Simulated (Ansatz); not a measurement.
# From HSE06 to G0W0: MoSeS (P-3m1), part 3 of 3

Wanted: the gap of MoSeS (P-3m1) with a many-body correction, and the time that it takes.

Ansatz 0.2.0; HSE06, then G0W0 on it, plane waves, PAW. Known limits of the many-body steps: finite bands, screening cutoff and k mesh; no spin-orbit coupling in G0W0.

So far. Step 2 (HSE06 levels on the mesh and at listed points): Over mesh and listed points the gap is 1.507 eV, from k = Γ to k = (0.333, 0.333, 0.000). The least direct gap found is 1.977 eV, at k = (0.333, 0.333, 0.500). The program's warnings for this run: metallic iterate. Step 3 (G0W0 on the 9×9×2 mesh): Over 17 of 24 irreducible mesh points the G0W0 gap is 1.654 eV, from k = Γ to k = (0.333, 0.333, 0.000). The HSE06 gap of this run on the mesh is 1.505 eV.

In doubt: masses and optical values from hybrid runs of this build are listed as unsure (step 3), which bears on the screening that GW takes from such a start.

## (4) Spin-orbit coupling

This run has two-component orbitals with spin-orbit coupling.

This step: DFT, HSE06 with spin-orbit coupling, plane waves, PAW; PAW set soft_1.

input.yaml

```yaml
crystal:
  lattice:
    - [3.2525112014, 0.0, 0.0]
    - [-1.6262556007, 2.8167573265, 0.0]
    - [0.0, 0.0, 13.61727037]
  atoms:
    - { symbol: Mo, position: [0.0, 0.0, 0.25914775] }
    - { symbol: Mo, position: [0.0, 0.0, 0.74085225] }
    - { symbol: Se, position: [0.66666667, 0.33333333, 0.86488755] }
    - { symbol: Se, position: [0.33333333, 0.66666667, 0.13511245] }
    - { symbol: S, position: [0.33333333, 0.66666667, 0.3705878] }
    - { symbol: S, position: [0.66666667, 0.33333333, 0.6294122] }
kpoints:
  mp_grid: { grid: [6, 6, 2] }
  band_path:
    path:
      - [0.0, 0.0, 0.0]
      - [0.5, 0.0, 0.0]
      - [0.33333333, 0.33333333, 0.0]
      - [0.0, 0.0, 0.5]
      - [0.5, 0.0, 0.5]
      - [0.33333333, 0.33333333, 0.5]
    npoints: 1
hamiltonian:
  xc: hse06
  pseudopotentials: { kind: paw_fr, azcp: { folder: soft_1 } }
scf:
  occupations: { method: fixed }
  n_extra_bands: 12
magnetization:
  noncollinear: true
  spin_orbit: true
output:
  eigenvalues: true
```

On the command line:

```
ansatz run input.yaml --threads 4 --pin off --max-ram 138240MiB --backend cuda --events-out ev --progress --plain --runs-dir out --devices 1 --max-vram 26GiB
```

Numbers of over 12 decimals in the logs are rounded to 6 here.

Output:

```text
[...]
GPUs: using 1 of 1 available (devices: 1).
[...]
non-collinear run that drives no moment, with spin-orbit: no starting moment large enough to seed its density (crystal.atoms[].spin), no starting occupations that ask for one, no magnetisation constraint and no magnetic field, so the semilocal B_xc is pinned to zero
[...]
GPU FFT provider: cuFFT
GPU libraries: cuBLAS 13.8.2, cuFFT 12.4.0, cuSOLVER 12.3.4
Crystal: 6 atoms, lattice volume = 124.755 Å³
Basis set: ecut = 420 eV, 2481 PW (Γ)
Bands: 84, of which v1, the nominal top of the filled ones, is band 72 counted from 1 (71 counted from 0)
Symmetry: 12 space group operations + 12 with time reversal
[...]
k-points: 14 of 72
Projection manifold: j_resolved (fully-relativistic pseudo-atomic orbitals)
[...]
GPU buffer pool allocated for 55296 grid points (all kernels)
[...]
SCF iter   1: F=—  HF=-22663.564868 eV  |F-HF|=—  |Δ(HF+E_count)|=         —  Δρ=4.98e-2  dr2=1.07e1  dr2_m=0.00e0 (ungated)  ethr=1.00e-1  |M|=0.00e0 ∫|m|=0.00e0 μB  |m|>n=0.0e0 m-floor=0.0e0 τ_xc=0.0e0  β_m=0.30  ⟨swp⟩=3.2  Hψ=4326  notcnv=0
[...]
SCF iter   9: F=-22661.734939 eV  HF=-22661.734939 eV  |F-HF|=6.64e-7  |Δ(HF+E_count)|=   1.18e-5  Δρ=3.96e-5  dr2=1.33e-6  dr2_m=0.00e0 (ungated)  ethr=1.79e-7  |M|=0.00e0 ∫|m|=0.00e0 μB  |m|>n=0.0e0 m-floor=0.0e0 τ_xc=0.0e0  ⟨swp⟩=3.0  Hψ=2700  notcnv=0
SCF 1 stopped early in 9 iterations: F = -22661.734939 eV  dr2 = 1.33e-6
[...]
GPU FFT provider: cuFFT
GPU libraries: cuBLAS 13.8.2, cuFFT 12.4.0, cuSOLVER 12.3.4
[...]
Frozen-core exchange: fock
SCF iter   1: F=—  HF=-22663.298720 eV  |F-HF|=—  |Δ(HF+E_count)|=         —  Δρ=1.05e-4  dr2=2.10e-5  dr2_m=0.00e0 (ungated)  ethr=1.03e-6  |M|=0.00e0 ∫|m|=0.00e0 μB  |m|>n=0.0e0 m-floor=0.0e0 τ_xc=0.0e0  β_m=0.30  ⟨swp⟩=2.0  Hψ=2590  notcnv=0
[...]
SCF iter   5: F=-22663.298725 eV  HF=-22663.298725 eV  |F-HF|=5.49e-8  |Δ(HF+E_count)|=   6.18e-7  Δρ=7.00e-6  dr2=8.25e-8  dr2_m=0.00e0 (ungated)  ethr=6.10e-11  |M|=0.00e0 ∫|m|=0.00e0 μB  |m|>n=0.0e0 m-floor=0.0e0 τ_xc=0.0e0  ⟨swp⟩=4.8  Hψ=3951  notcnv=0
SCF 3 converged in 5 iterations: F = -22663.298725 eV  dr2 = 8.25e-8
[...]
Magnetization: |M| = 0.0000 μB,  M = (+0.0000, +0.0000, +0.0000) μB
Absolute magnetization: 0.0000 μB (∫|m|)
  site 0: m = (+0.0000, +0.0000, +0.0000) μB, |m| = 0.0000 μB  (R = 1.00 Å)
  site 1: m = (+0.0000, +0.0000, +0.0000) μB, |m| = 0.0000 μB  (R = 1.00 Å)
  site 2: m = (+0.0000, +0.0000, +0.0000) μB, |m| = 0.0000 μB  (R = 1.04 Å)
  site 3: m = (+0.0000, +0.0000, +0.0000) μB, |m| = 0.0000 μB  (R = 1.04 Å)
  site 4: m = (+0.0000, +0.0000, +0.0000) μB, |m| = 0.0000 μB  (R = 1.00 Å)
  site 5: m = (+0.0000, +0.0000, +0.0000) μB, |m| = 0.0000 μB  (R = 1.00 Å)
Free energy (F): -22663.298726 eV
Frozen-core exchange: fock
[...]
Internal energy: -22663.298726 eV  (E = F + TS)
E sigma→0 (E₀):  -22663.298726 eV
Fermi energy:    9.663729 eV
[...]
--- Band table (eV; the first three rows and the last of 14) ---
  k-point 0: bands = [... 68 lower, 8.8332, 8.8332, 9.6637, 9.6637, 12.5984, 12.5984, 12.6632, 12.6632, ... 8 higher]
  k-point 1: bands = [... 68 lower, 9.1596, 9.1596, 9.5586, 9.5586, 12.6221, 12.6221, 12.6344, 12.6344, ... 8 higher]
  k-point 2: bands = [... 68 lower, 8.6881, 8.6881, 9.0957, 9.0957, 11.8003, 11.8003, 12.2565, 12.2565, ... 8 higher]
  k-point 13: bands = [... 68 lower, 9.0792, 9.0792, 9.3027, 9.3027, 11.1518, 11.1518, 11.1872, 11.1872, ... 8 higher]
```

Run time: 71 s. Hardware: 1 × NVIDIA H100 80GB HBM3 (shared by 3 runs) with 4 threads of AMD EPYC 7R13 (Zen 3), shared host; peak memory 2.7 GiB; 3.4 min of CPU time.

Numbers from this step:

```
gap                     : 1.487 eV
valence top at          : Γ
conduction bottom at    : K
least direct gap        : 1.849 eV
exact-exchange fraction : 0.25
```

Over mesh and listed points the gap is 1.487 eV, from k = Γ to k = (0.333, 0.333, 0.000). The least direct gap found is 1.849 eV, at k = (0.333, 0.333, 0.500). HSE06+SOC against HSE06: 1.487 − 1.507 = −0.020 eV, with the same mesh, set of files (read in its fully relativistic form for the spin-orbit run) and cutoff, and both edges at the same k points. The spin-orbit run sees mesh and listed points alone, so its gap is an upper bound: the coupling can move an edge off these points, and the change over the zone, its sign included where it is small, is not known. The program's warnings for this run: metallic iterate.

## (5) The runs together

Each gap is the least one over the points named; times are wall times on shared hosts, not benchmarks. A G0W0 time includes the run's own self-consistent start. Runs with listed points see these and the mesh alone, so an edge that moves elsewhere is missed.

```tsv
level	mesh	files, cutoff	bands summed, screening	points	gap (eV)	valence top	conduction bottom	least direct gap (eV)	time
HSE06	6×6×2	soft_1 PAW, 420 eV	-	mesh and listed points	1.507	Γ	(0.333, 0.333, 0.000)	1.977	24 s
HSE06+SOC	6×6×2	soft_1 PAW, 420 eV	-	mesh and listed points	1.487	Γ	(0.333, 0.333, 0.000)	1.849	71 s
G0W0@HSE06	9×9×2	hard PAW, 580 eV	777, 190 eV	17 of 24 irreducible mesh points	1.654	Γ	(0.333, 0.333, 0.000)	2.095	7.5 min
```

## (6) What came out

```json
{"HSE06 gap over mesh and listed points": "1.507 eV, from k = Γ to k = (0.333, 0.333, 0.000)", "G0W0@HSE06 gap over 17 of 24 irreducible mesh points": "1.654 eV, from k = Γ to k = (0.333, 0.333, 0.000)", "HSE06+SOC gap over mesh and listed points": "1.487 eV", "GW settings": "9×9×2 mesh, 741 empty bands, screening to 190 eV, hard PAW files", "known limits": "finite bands, screening cutoff and k mesh; no spin-orbit coupling in G0W0"}
```

**Reading.** Over 17 of 24 irreducible mesh points the G0W0 gap is 1.654 eV, from k = Γ to k = (0.333, 0.333, 0.000). The HSE06 gap of this run on the mesh is 1.505 eV. The two states that bound the G0W0 gap lie that far apart at the start, so the correction of the gap is 1.654 − 1.505 = +0.149 eV. The valence state moves by 10.085 − 10.146 = −0.061 eV and the conduction state by 11.738 − 11.651 = +0.087 eV, on the run's own scale; how far single levels stand from their limit in bands is not shown. Both edges that HSE06 shows over mesh and listed points lie at k points where levels were corrected. Levels at other points were not corrected, so a lower G0W0 gap elsewhere in the zone is not ruled out. No second run with other bands and screening cutoff is shown, so the distance to the basis limit is not known. On another start, G0W0@r2SCAN runs of this series (9×9×2 mesh, hard PAW; not shown as steps) give 1.525 eV with 362 bands and 110 eV, 1.529 eV with 777 bands and 190 eV and 1.518 eV with 1292 bands and 270 eV. G0W0 on other starts in this series, not shown as steps and not all at these settings: 1.529 eV on r2SCAN (9×9×2, hard PAW, 777 bands, 190 eV) and 1.782 eV on PBE0 (9×9×2, hard PAW, 777 bands, 190 eV). HSE06+SOC against HSE06: 1.487 − 1.507 = −0.020 eV, with the same mesh, set of files (read in its fully relativistic form for the spin-orbit run) and cutoff, and both edges at the same k points. The spin-orbit run sees mesh and listed points alone, so its gap is an upper bound: the coupling can move an edge off these points, and the change over the zone, its sign included where it is small, is not known. What spin-orbit coupling does to the G0W0 levels was not computed, so no sum with the G0W0 gap is formed. For the G0W0 step: the program's warnings for this run: metallic iterate. The G0W0 runs are scalar-relativistic. No pair of G0W0 runs that differ in the mesh alone is shown (9×9×2 is a supercell whose nearest images lie 27 Å apart), so the error from the mesh is not known here. G0W0 is shown with one set of atomic data (hard PAW), so the error from the files is not known here.

[Paths, hosts, dates, memory and timing lines, banners, echoed tables and standing remarks are left out of the program output.]

[Logs are printed without paths, hosts, clocks, repeated set-up lines and the standing remarks that a program may print on its own settings, such as how far it seeks lower states.]

[Runs of the session that timed out or met a known fault of the program may be left out.]

[Cells called generated may have been cut or substituted from an entry of the Crystallography Open Database or the Materials Project.]

[Hosts, paths, dates, database ids (printed as entryN), source tags and the programs' standing remarks are cut or masked in the printed files.]

[Where an RPA ε∞ is given, it is that of the G0W0 mesh and is not shown converged in it. Names of k-points follow the symmetry that the program found, which can be lower than the space group named. Band edges on a path are those of the sampled points; other points can move an edge, and change direct to indirect where valleys lie close.]

[Hybrid gaps are those of their k-mesh and are not shown converged in it.]
